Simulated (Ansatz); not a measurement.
# Work function of K(110): what the settings cost and change

How far do cutoff, k-mesh and smearing move the work function of K(110)?

Main program and level: Ansatz 0.2.0; plane-wave DFT, PBE, Ansatz PAW.

This is a report of a sequence of runs, with most program output left out.

## Step 1: Set-up

The cell holds 7 atoms: 7 K. Cell: a = 4.529 Å, b = 4.529 Å, c = 40.189 Å, α = 90.0°, β = 90.0°, γ = 70.5°. Vacuum lies along c.

## Step 2: Slab, setting cutoff 200 eV

A work function rests on the faint tail of the density, so the SCF threshold is tight. The cutoff is raised first; then mesh and smearing are varied at the default cutoff.

input.yaml

```yaml
crystal:
  lattice:
    - [3.6981684656, -2.615, 0.0]
    - [3.6981684656, 2.615, 0.0]
    - [0.0, 0.0, 40.1890107936]
  atoms:
    - { symbol: K, position: [0.0, 0.0, 0.2239418145] }
    - { symbol: K, position: [0.5, 0.5, 0.3159612097] }
    - { symbol: K, position: [0.0, 0.0, 0.4079806048] }
    - { symbol: K, position: [0.5, 0.5, 0.5] }
    - { symbol: K, position: [0.0, 0.0, 0.5920193952] }
    - { symbol: K, position: [0.5, 0.5, 0.6840387903] }
    - { symbol: K, position: [0.0, 0.0, 0.7760581855] }
kpoints:
  mp_grid: { grid: [10, 10, 1] }
hamiltonian:
  xc: pbe
scf:
  occupations: { method: fermi_dirac, width: 0.1 }
  convergence: { dr2_threshold: 1.0e-09 }
efield:
  axis: 3
  dipole_correction: true
  ramp_position: 0.97
  ramp_width: 0.06
basis:
  ecutwfc: "200 eV"
output:
  write_potential: true
  write_density: true
  volumetric_format: npy
  elf: true
```

On the command line:

```
$ ansatz run input.yaml --threads 2 --pin off --max-ram 3072MiB --backend cpu --events-out ev --progress --plain --runs-dir out
```

The job ended after 23 s (2 threads of Intel Xeon 6975P-C (Granite Rapids), shared host; peak memory 0.65 GiB).

Numbers from this step:

```
energy at zero smearing   : -10757.9338 eV
work function, upper face : 2.405 eV
```

Running mean over 3.698 Å of the planar mean; the ramp of the sawtooth is left out. Table of electron's electrostatic potential energy less the Fermi level by z:

| z (Å) | electron's electrostatic potential energy less the Fermi level (eV) |
| --- | --- |
| 4 | 2.39 |
| 5 | 2.32 |
| 6 | 2.06 |
| 7 | 0.895 |
| 8 | -0.618 |
| 9 | -0.840 |
| 10 | -0.766 |
| 11 | -0.719 |
| 12 | -0.717 |
| 13 | -0.722 |
| 14 | -0.719 |
| 15 | -0.717 |
| 16 | -0.719 |
| 17 | -0.720 |
| 18 | -0.720 |
| 19 | -0.723 |
| 20 | -0.724 |
| 21 | -0.723 |
| 22 | -0.721 |
| 23 | -0.720 |
| 24 | -0.719 |
| 25 | -0.718 |
| 26 | -0.719 |
| 27 | -0.722 |
| 28 | -0.718 |
| 29 | -0.717 |
| 30 | -0.752 |
| 31 | -0.832 |
| 32 | -0.719 |
| 33 | 0.528 |
| 34 | 1.95 |
| 35 | 2.30 |
| 36 | 2.38 |

Valence density in the ca plane at fractional y = 0.000, with atoms of K within 0.2 Å of it. It is the smooth field of the valence electrons, not physical close to the nuclei.

Ten steps, logarithmic in the rise over the least value, from '0' (0.0 e/Å³) to '9' (4.0 e/Å³), each cell a mean:
```
00000014799974100000000000126899852000000000
00000012578753100000000000024788641000000000
00000001245421000000000000012344321000000000
00000000111110000000000000001111100000000000
00000000000000000000000000000000000000000000
00000000000000000000000000000000000000000000
00000000000000000000000000000000000000000000
00000000011100000000000000000111100000000000
00000001123211000000000000001233210000000000
00000012466642100000000000013566521000000000
00000013689863100000000000125899852000000000
00000014899984100000000000136999962000000000
```
Columns run along c (16.0 Å, from fractional 0.50 to 0.90 of the cell), rows up along a (4.5 Å). Atoms in or near the plane, at fractional coordinates: K at (0.59, 0.00), K at (0.78, 0.00).

ELF in the ca plane at fractional y = 0.000, with atoms of K within 0.2 Å of it. It is the smooth field of the valence electrons, not physical close to the nuclei.

Ten even steps from '0' (0.00) to '9' (0.87), each cell a mean:
```
33433015998995103444333341028988983001000000
44433102799973013344444332015999951010000000
44433200357530023354444433001466420010100000
33443420011100143444334433300011000211100000
33334443100002444433333334442000014312100000
43334643333333464334433235544444432342000000
33334544211123454333333234444211234232100000
23343431000001343443233333420000001311100000
34443300123210033454334434200133200120100000
44433101589851013344444333003799731010000000
44433004999994004344443332027999972001000000
33443016997996103443333441038978983001000000
```
Columns run along c (16.0 Å, from fractional 0.50 to 0.90 of the cell), rows up along a (4.5 Å). Atoms in or near the plane, at fractional coordinates: K at (0.59, 0.00), K at (0.78, 0.00).

Electrostatic potential energy in the ca plane at fractional y = 0.000, with atoms of K within 0.2 Å of it. With pseudopotentials it is smooth inside the atoms' cores, unlike the true potential.

Values in eV, 7 rows by 16 columns, each cell a mean:
```
  3   2  -2 -31 -20   1   3   3   3   1 -18 -33  -4   2   3   3
  2   2   1  -7  -4   2   3   2   2   2  -3  -7   0   2   3   3
  2   3   2   1   1   2   2   2   2   3   1   1   2   2   3   3
  2   3   3   2   2   3   2   2   2   3   2   2   2   3   3   3
  2   3   2   0   1   2   2   2   2   2   1   0   1   2   3   3
  2   2   0 -13  -8   1   3   2   3   2  -6 -15  -1   2   3   3
  3   2  -3 -35 -24   0   3   3   3   1 -21 -37  -5   2   3   3
```
Columns run along c (16.0 Å, from fractional 0.50 to 0.90 of the cell; values clipped at the 3rd and 97th percentile), rows up along a (4.5 Å). Atoms in or near the plane, at fractional coordinates: K at (0.59, 0.00), K at (0.78, 0.00).

The work function is 2.405 eV.

## Step 3: Run

input.yaml: that of step 2 with these lines changed.

```diff
@@ -26,3 +26,3 @@
 basis:
-  ecutwfc: "200 eV"
+  ecutwfc: "300 eV"
 output:
@@ -31,2 +31 @@
   volumetric_format: npy
-  elf: true
```

The job ended after 39 s (2 threads; peak memory 0.95 GiB; 77 s of CPU time).

The work function is 2.391 eV, -0.013 eV from the run “cutoff 200 eV”, at 1.8 times its CPU time.

## Step 4: Run

input.yaml: that of step 3 with these lines changed.

```diff
@@ -26,3 +26,3 @@
 basis:
-  ecutwfc: "300 eV"
+  ecutwfc: "420 eV"
 output:
```

Run time: 68 s. Hardware: 2 threads; peak memory 1.4 GiB.

The work function is 2.391 eV, -0.014 eV from the run “cutoff 200 eV”, at 3.1 times its CPU time.

## Step 5: Slab

input.yaml: that of step 4 with these lines changed.

```diff
@@ -26,3 +26,3 @@
 basis:
-  ecutwfc: "420 eV"
+  ecutwfc: "600 eV"
 output:
```

It took 1.7 min on 2 threads; peak memory 2.2 GiB; 3.3 min of CPU time.

The work function is 2.391 eV, +0.000 eV from the run “cutoff 420 eV”, at 1.5 times its CPU time.

## Step 6: Run

input.yaml: that of step 5 with these lines changed.

```diff
@@ -14,3 +14,3 @@
 kpoints:
-  mp_grid: { grid: [10, 10, 1] }
+  mp_grid: { grid: [2, 2, 1] }
 hamiltonian:
@@ -25,4 +25,2 @@
   ramp_width: 0.06
-basis:
-  ecutwfc: "600 eV"
 output:
```

Elapsed: 6 s, on 2 threads; peak memory 0.79 GiB; 10 s of CPU time.

The work function is 2.318 eV, -0.073 eV from the run “cutoff 420 eV”, at 0.075 times its CPU time.

## Step 7: Slab

input.yaml: that of step 6 with these lines changed.

```diff
@@ -14,3 +14,3 @@
 kpoints:
-  mp_grid: { grid: [2, 2, 1] }
+  mp_grid: { grid: [3, 3, 1] }
 hamiltonian:
```

Run time: 9.4 s. Hardware: 2 threads; peak memory 0.76 GiB.

The work function is 2.399 eV, +0.008 eV from the run “cutoff 420 eV”, at 0.12 times its CPU time.

## Step 8: Slab

input.yaml: that of step 7 with these lines changed.

```diff
@@ -14,3 +14,3 @@
 kpoints:
-  mp_grid: { grid: [3, 3, 1] }
+  mp_grid: { grid: [7, 7, 1] }
 hamiltonian:
```

The job ended after 31 s (2 threads; peak memory 1.1 GiB; 60 s of CPU time).

The work function is 2.385 eV, -0.005 eV from the run “cutoff 420 eV”, at 0.45 times its CPU time.

## Step 9: Slab

input.yaml: that of step 8 with these lines changed.

```diff
@@ -14,3 +14,3 @@
 kpoints:
-  mp_grid: { grid: [7, 7, 1] }
+  mp_grid: { grid: [15, 15, 1] }
 hamiltonian:
```

Wall time 2 min (2 threads); peak memory 2.2 GiB; 4 min of CPU time.

The work function is 2.392 eV, +0.001 eV from the run “cutoff 420 eV”, at 1.8 times its CPU time.

## Step 10: Run

input.yaml: that of step 9 with these lines changed.

```diff
@@ -14,3 +14,3 @@
 kpoints:
-  mp_grid: { grid: [15, 15, 1] }
+  mp_grid: { grid: [10, 10, 1] }
 hamiltonian:
@@ -18,3 +18,3 @@
 scf:
-  occupations: { method: fermi_dirac, width: 0.1 }
+  occupations: { method: gaussian, width: 0.05 }
   convergence: { dr2_threshold: 1.0e-09 }
```

Run time: 60 s. Hardware: 2 threads; peak memory 1.4 GiB; 2 min of CPU time.

The work function is 2.356 eV, -0.035 eV from the run “cutoff 420 eV”, at 0.88 times its CPU time.

## Step 11: Run

input.yaml: that of step 10 with these lines changed.

```diff
@@ -18,3 +18,3 @@
 scf:
-  occupations: { method: gaussian, width: 0.05 }
+  occupations: { method: methfessel_paxton, width: 0.2 }
   convergence: { dr2_threshold: 1.0e-09 }
```

Run time: 66 s. Hardware: 2 threads; peak memory 1.4 GiB; 2.2 min of CPU time.

The work function is 2.364 eV, -0.027 eV from the run “cutoff 420 eV”, at 0.97 times its CPU time.

## Step 12: Slab

input.yaml: that of step 11 with these lines changed.

```diff
@@ -18,3 +18,3 @@
 scf:
-  occupations: { method: methfessel_paxton, width: 0.2 }
+  occupations: { method: fermi_dirac, width: 0.3 }
   convergence: { dr2_threshold: 1.0e-09 }
```

Run time: 84 s. Hardware: 2 threads; peak memory 1.7 GiB.

The work function is 2.572 eV, +0.181 eV from the run “cutoff 420 eV”, at 1.2 times its CPU time.

## Step 13: Slab

input.yaml: that of step 12 with these lines changed.

```diff
@@ -18,3 +18,3 @@
 scf:
-  occupations: { method: fermi_dirac, width: 0.3 }
+  occupations: { method: cold, width: 0.1 }
   convergence: { dr2_threshold: 1.0e-09 }
```

It took 55 s on 2 threads; peak memory 1.4 GiB.

The work function is 2.356 eV, -0.034 eV from the run “cutoff 420 eV”, at 0.81 times its CPU time.

## Step 14: Comparing the runs

Times are for 2 threads of Intel Xeon 6975P-C (Granite Rapids), shared host. Results by setting:

| no. | setting | work function, upper face (eV) | time | memory (GiB) |
| --- | --- | --- | --- | --- |
| 1 | cutoff 200 eV | 2.405 | 23 s | 0.65 |
| 2 | cutoff 300 eV | 2.391 | 39 s | 0.95 |
| 3 | cutoff 420 eV | 2.391 | 68 s | 1.4 |
| 4 | cutoff 600 eV | 2.391 | 1.7 min | 2.2 |
| 5 | mesh 2x2 | 2.318 | 6 s | 0.79 |
| 6 | mesh 3x3 | 2.399 | 9.4 s | 0.76 |
| 7 | mesh 7x7 | 2.385 | 31 s | 1.1 |
| 8 | mesh 15x15 | 2.392 | 2 min | 2.2 |
| 9 | Gaussian smearing 0.05 eV | 2.356 | 60 s | 1.4 |
| 10 | methfessel_paxton smearing 0.2 eV | 2.364 | 66 s | 1.4 |
| 11 | fermi_dirac smearing 0.3 eV | 2.572 | 84 s | 1.7 |
| 12 | cold smearing 0.1 eV | 2.356 | 55 s | 1.4 |

## Step 15: A changed input

An input spoilt on purpose, to show how the run answers: it repeats the earlier run “cutoff 200 eV” with output.write_potential from write_potential to Write_potential, and scf.max_iter set to 50; its output block differs too.

input.yaml: that of step 13 with these lines changed.

```diff
@@ -18,4 +18,5 @@
 scf:
-  occupations: { method: cold, width: 0.1 }
+  occupations: { method: fermi_dirac, width: 0.1 }
   convergence: { dr2_threshold: 1.0e-09 }
+  max_iter: 50
 efield:
@@ -25,4 +26,6 @@
   ramp_width: 0.06
+basis:
+  ecutwfc: "200 eV"
 output:
-  write_potential: true
+  Write_potential: true
   write_density: true
```

Wall time 0.02 s (2 threads); peak memory 0.09 GiB.

The program refused the input before any cycle.

The program's message: “Error: YAML parse error: error: line 30 column 3: unknown field `Write_potential`, expected one of write_density, write_potential, write_potential_components, volumetric_format, write_bands, fatbands, …”

A key was misspelt on purpose.

## Step 16: Outcome

```yaml
work_function_cutoff_420_ev: 2.391 eV
work_function_cutoff_600_ev: 2.391 eV
work_function_mesh_2x2: 2.318 eV
work_function_fermi_dirac_smearing_0p3_ev: 2.572 eV
```

What this shows: The run at the highest cutoff gives 2.39 eV, and the settings tried spread the value from 2.32 to 2.57 eV. Against 600 eV, a cutoff of 200 eV is off by +0.014 eV. Against 600 eV, a cutoff of 420 eV is off by -0.000 eV. Against the finest mesh, 15 points along a, the coarser ones are off by -0.07 (2), +0.01 (3) and -0.01 (7) eV. The smearing schemes and widths spread it over 0.22 eV. The ladder's slabs use the tabulated experimental lattice constant (two decimals; a low-temperature value for the alkali metals).

[Logs are printed without paths, hosts, clocks, repeated set-up lines and the standing remarks that a program may print on its own settings, such as how far it seeks lower states.]

[Hosts, paths, dates, database ids (printed as entryN), source tags and the programs' standing remarks are cut or masked in the printed files.]

[Maps of the electrostatic potential energy from Ansatz leave out the sawtooth potential of an applied field or a dipole correction, so their vacuum need not be flat; planar profiles and work functions include it.]
